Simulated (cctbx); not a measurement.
## Resonant diffraction in SrGd3I11

Space group Pmma (no. 51), a = 11.8720 Å, b = 6.2800 Å, c = 22.9270 Å, α = 90.00°, β = 90.00°, γ = 90.00°.

| atom | mult. | x | y | z | Ueq (Å²) |
| --- | --- | --- | --- | --- | --- |
| Gd1 | 4 | 0.4977 | 0 | 0.7666 | 0.0095 |
| Gd2 | 2 | 1/2 | 0 | 1/2 | 0.0099 |
| I1 | 2 | 1/4 | 1/2 | 0.9253 | 0.0153 |
| I2 | 4 | 0.5413 | 0 | 0.8968 | 0.0094 |
| I3 | 2 | 1/4 | 0 | 0.7908 | 0.0143 |
| I4 | 4 | 0.5076 | 1/2 | 0.7604 | 0.0114 |
| I5 | 2 | 3/4 | 0 | 0.7431 | 0.0092 |
| I6 | 4 | 0.4507 | 0 | 0.6314 | 0.0167 |
| I7 | 2 | 3/4 | 0 | 0.5252 | 0.0151 |
| I8 | 2 | 1/2 | 1/2 | 1/2 | 0.0131 |
| Sr1 | 2 | 1/4 | 0 | 0.9850 | 0.0156 |

The model is made up (kin elements in a known structure type, no relaxation), so it says nothing on whether the phase exists.

Calculated with cctbx: free-atom f′ and f″ from the Sasaki tables, no fine structure; amplitudes in electrons.

| E (eV) | F 1 1 1 | F 1 0 2 | F 1 0 1 | F 0 0 1 |
| --- | --- | --- | --- | --- |
| 6643 | 30.7 | 72.7 | 41.0 | 66.6 |
| 6993 | 31.1 | 73.0 | 41.1 | 64.0 |
| 7123 | 31.2 | 73.0 | 41.0 | 61.6 |
| 7183 | 31.4 | 73.1 | 41.0 | 59.1 |
| 7213 | 31.5 | 73.1 | 40.9 | 57.0 |
| 7228 | 31.5 | 73.0 | 40.8 | 54.7 |
| 7235 | 31.6 | 73.0 | 40.7 | 52.6 |
| 7239 | 31.7 | 73.0 | 40.6 | 50.3 |
| 7247 | 31.7 | 73.0 | 40.7 | 53.1 |
| 7251 | 31.6 | 73.1 | 40.8 | 55.5 |
| 7258 | 31.5 | 73.1 | 40.9 | 57.6 |
| 7273 | 31.4 | 73.1 | 41.0 | 60.0 |
| 7303 | 31.3 | 73.1 | 41.1 | 62.1 |
| 7393 | 31.3 | 73.2 | 41.2 | 65.2 |
| 7643 | 31.3 | 73.3 | 41.3 | 67.3 |

**Question.** Which edge is crossed, and why do the reflections move as they do?

The L3 edge of Gd. The edge is at 7243 eV. f′ of Gd falls from -11.9 e at 7123 eV to -19.2 e at 4 eV below it, and f″ steps from 3.64 to 10.59 e across it. Over that approach |F| changes by +2 % (1 1 1), +0 % (1 0 2), -1 % (1 0 1) and -18 % (0 0 1): a reflection falls where Gd scatters in phase with the total and rises where it scatters against it; it hardly moves where the Gd term is small or cancels by symmetry. Above the edge the larger f″ enters the imaginary part, where it can add to or cancel the other atoms' f″. The structure is centrosymmetric, so Friedel mates stay equal.
